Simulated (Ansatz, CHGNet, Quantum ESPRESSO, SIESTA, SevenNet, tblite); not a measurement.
# Forces in random fluorite-type alloy of CaF2 and CdF2 (96 atoms), program by program

One geometry of random fluorite-type alloy of CaF2 and CdF2 (96 atoms) is solved by several programs and methods. How far do their forces lie from a plane-wave PBE run?

Results are calculated, not measured.

## 1. The cell

The cell holds 96 atoms (28 Ca, 64 F and 4 Cd), with edges of 10.91, 10.91 and 10.91 Å. Recipe: fluorite-type CaF2, 2 x 2 x 2 conventional cells, 4 of 32 Ca sites given to Cd at random (x = 0.125), lattice by Vegard's rule (a = 5.454 Å); every coordinate displaced by a Gaussian of 0.09 Å. Then every atom was moved at random, 0.03 Å r.m.s. a Cartesian component. The density is 3.57 g/cm³.

## 2. The reference input

Quantum ESPRESSO 7.5: Kohn-Sham DFT, PBE, SSSP efficiency 1.3.0 pseudopotentials, plane waves. Its input, pw.in:

```
&control
  calculation = 'scf'
  pseudo_dir = './pseudo'
  outdir = './tmp'
  disk_io = 'none'
  tprnfor = .true.
  tstress = .true.
/
&system
  ibrav = 0
  nat = 96
  ntyp = 3
  ecutwfc = 60
  ecutrho = 480
  nosym = .true.
  occupations = 'smearing'
  smearing = 'fd'
  degauss = 0.003675
/
&electrons
  conv_thr = 4.8e-07
  electron_maxstep = 100
  mixing_beta = 0.4
  mixing_mode = 'plain'
  diagonalization = 'david'
/
ATOMIC_SPECIES
Ca 40.078 Ca.upf
F 18.998 F.upf
Cd 112.414 Cd.upf
CELL_PARAMETERS angstrom
10.90780 0.00000 0.00000
0.00000 10.90780 0.00000
0.00000 0.00000 10.90780
ATOMIC_POSITIONS crystal
Ca 0.99445 0.99171 0.99445
F 0.12252 0.12466 0.12029
F 0.36635 0.37507 0.37234
Ca 0.98474 0.24041 0.23388
[... 90 atom lines left out ...]
F 0.87307 0.87166 0.62500
F 0.62677 0.61851 0.87744
K_POINTS gamma
```

```console
$ OMP_NUM_THREADS=1 mpirun -np 4 pw.x -in pw.in > output.txt
```

The job ended after 4.1 min (4 MPI ranks of Arm Neoverse V1, shared host; peak memory 4.5 GiB).

It converged with an r.m.s. force component of 0.76 eV/Å and a pressure of 5.4 GPa.

Its highest filled and lowest empty levels lie 4.50 eV apart on its k-points.

## 3. The other programs

- CHGNet: machine-learned potential, published weights.
- SIESTA 5.4.2: numerical atomic orbitals, whose automatically made sets are far from complete, with PseudoDojo norm-conserving potentials that we converted to its format (checked against plane waves on the same files for H, C, O, Si, Ge and Ca alone); labels give functional, basis size, energy shift and mesh cutoff.
- SevenNet: machine-learned potential, published weights.

All use the same cell and atoms, and the electronic-structure runs the same k-mesh.

## 4. All runs compared

Differences are against the reference: forces as r.m.s. over components, share as that over the reference's r.m.s. force, slope as the fitted ratio of a run's forces to the reference's.

| run | Δ force, r.m.s. (meV/Å) | share (%) | slope | Δ pressure (GPa) | Δ gap (eV) | cores | CPU time | memory (GiB) |
| --- | --- | --- | --- | --- | --- | --- | --- | --- |
| reference | - | - | - | - | - | 4 | 16 min | 4.5 |
| CHGNet 0.3.0 potential | 93.2 | 12.2 | 0.906 | 0.0203 | - | 1 | 4.7 s | 1.4 |
| CHGNet r2SCAN potential | 213 | 27.8 | 0.729 | -3.70 | - | 1 | 4.8 s | 1.4 |
| SIESTA PBE, DZP, shift 0.01 Ry, mesh 100 Ry (coarse) | 318 | 41.6 | 1.345 | 1.09 | -0.203 | 2 | 52 s | 0.63 |
| SIESTA PBE, DZP, shift 0.01 Ry, mesh 500 Ry | 317 | 41.5 | 1.348 | 0.972 | -0.203 | 2 | 4.2 min | 1.9 |
| SIESTA PBE, SZ, shift 0.01 Ry, mesh 500 Ry (coarse) | 348 | 45.5 | 1.377 | -5.56 | -2.37 | 1 | 91 s | 0.84 |
| SevenNet l3i5 potential | 40.1 | 5.25 | 0.977 | 0.0475 | - | 1 | 12 s | 1.7 |

Rows marked coarse were listed beforehand as settings not expected to be converged; some can still land near the reference.

Times of the machine-learned potentials are mostly Python's start and the loading of weights.

Runs without a result: tblite GFN1-xTB (not converged).

CPU time is summed over cores on shared hosts, so it is rough.

## 5. Findings

Forces lie from 5.2 % (SevenNet l3i5 potential) to 46 % (SIESTA PBE, SZ, shift 0.01 Ry, mesh 500 Ry, coarse) of the reference's r.m.s. force of 0.76 eV/Å away from it. The PBE run in local orbitals, coarse settings apart, differs by 42 % (SIESTA PBE, DZP, shift 0.01 Ry, mesh 500 Ry); basis, grid and potentials can all enter, and differences of this size make the forces unusable. Machine-learned potentials differ by 5.2 % (SevenNet l3i5 potential) to 28 % (CHGNet r2SCAN potential); they were trained on other programs' data, some at another functional. Runs with settings chosen to be coarse differ by 42 % (SIESTA PBE, DZP, shift 0.01 Ry, mesh 100 Ry) to 46 % (SIESTA PBE, SZ, shift 0.01 Ry, mesh 500 Ry), their programs' other errors included.

SIESTA PBE, SZ, shift 0.01 Ry, mesh 500 Ry stiffens the forces by a factor of 1.38 while following their directions (correlation 0.983); the slopes of the 3 SIESTA runs lie between 1.34 and 1.38. From SIESTA PBE, DZP, shift 0.01 Ry, mesh 100 Ry to the finer SIESTA PBE, DZP, shift 0.01 Ry, mesh 500 Ry the share goes from 41.6 to 41.5 %, so the grid isn't what parts these runs from the reference. Pressures at PBE, coarse settings apart, lie +0.97 GPa from the reference's. Gaps at PBE, coarse settings apart, lie -0.20 eV from the reference's, on k-points that hold the band edges only if these fold onto them.

Caveats: The potentials hold different valence shells: 776 electrons in the reference, 808 in SIESTA; this bears on time and differences. The reference's pressure holds the uncorrected Pulay stress of its 60 Ry basis, so small pressure differences may be the reference's own error. Machine-learned potentials mimic data converged in k, so the reference's own k-point error enters their differences. The host structure and its lattice constant were typed by rule, without a check against the phase diagram. The electronic-structure runs sample only Γ, in a cell whose shortest periodic width is 11 Å. The reference's pressure of 5.4 GPa reflects the volume that the recipe set, positions that aren't this level's minimum and the coarse k-sampling. Spin–orbit coupling is left out. Where levels are smeared, the DFT runs use Fermi–Dirac occupations at 580 K (0.05 eV), and energies are free energies. The atoms were displaced at random, and shares hang on the size of the forces that this gives. The reference's cutoffs and mesh weren't converged further here.

[Logs are printed without paths, hosts, clocks, repeated set-up lines and the standing remarks that a program may print on its own settings, such as how far it seeks lower states.]

[Hosts, paths, dates, database ids (printed as entryN), source tags and the programs' standing remarks are cut or masked in the printed files.]

[Cells were taken only where this reference lay near another plane-wave run.]
